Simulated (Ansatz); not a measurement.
# LiF (Fm-3m): refractive index against wavelength

The refractive index of LiF (Fm-3m) below the direct gap (9.09 eV on the mesh) is read from one computed spectrum, n = √(Re ε).

It takes space group Fm-3m (No. 225, cubic). The conventional cell has a = 4.028 Å, b = 4.028 Å, c = 4.028 Å, α = 90.00°, β = 90.00°, γ = 90.00°. F on site b has 6 Li at 2.01 Å as nearest neighbours. Li on site a is surrounded by 6 F at 2.01 Å.

Method: Ansatz 0.2.0, PBE, independent particles, k-mesh 16×16×16 with interpolation inside its cells, Gaussian parameter 0.2 eV.

Launch of the response step: `ansatz run input.yaml --threads 4 --pin off --max-ram 8192MiB --backend cpu --events-out ev --progress --plain --runs-dir out`. The run took 2 s, on 4 threads of Intel(R) Xeon(R) 6975P-C (Granite Rapids), with other jobs on the host.

```
wavelength (nm)  photon energy E (eV)       n
            532                 2.331  1.4534
            450                 2.755  1.4571
            405                 3.061       ?
            365                 3.397  1.4642
            308                 4.025  1.4729
            266                 4.661  1.4841
            248                 4.999  1.4911
```

In the single-oscillator model n² − 1 = E₀E_d/(E₀² − E²), so 1/(n² − 1) = E₀/E_d − E²/(E₀E_d) is linear in E².

Working, on the rows shown:

| x = E² (eV²) | y = 1/(n² − 1) |
| --- | --- |
| 5.43137 | 0.89898 |
| 7.59115 | 0.890361 |
| 11.5384 | 0.874216 |
| 16.2043 | 0.855114 |
| 21.7255 | 0.831564 |
| 24.9936 | 0.817408 |

Means: x̄ = 14.581, ȳ = 0.86127. Σ(x − x̄)(y − ȳ) = -1.267, Σ(x − x̄)² = 303.9. Slope = -1.267 / 303.9 = -0.004168; intercept = ȳ − slope · x̄ = 0.92204. Turned back into n, the line misses the rows shown by at most 0.00028.

Q: Predict the last column of the withheld row from the fit.

A: At x = 9.3718 the line gives y = 0.88298, that is 1.4603. The run gave 1.4603, so the interpolation holds to the digits printed.

Refitted with all rows, the slope is -0.004168 and the intercept 0.92205. These give E₀ = √(intercept/−slope) = 14.87 eV and E_d = E₀/intercept = 16.1 eV; E₀ is 1.6 times the direct gap. The electronic limit at long wavelengths, without lattice vibrations, is n = √(1 + 1/intercept) = 1.444. Excitons are left out and so are local fields; PBE gaps are as a rule too small.

[Logs are printed without paths, hosts, clocks, repeated set-up lines and the standing remarks that a program may print on its own settings, such as how far it seeks lower states.]
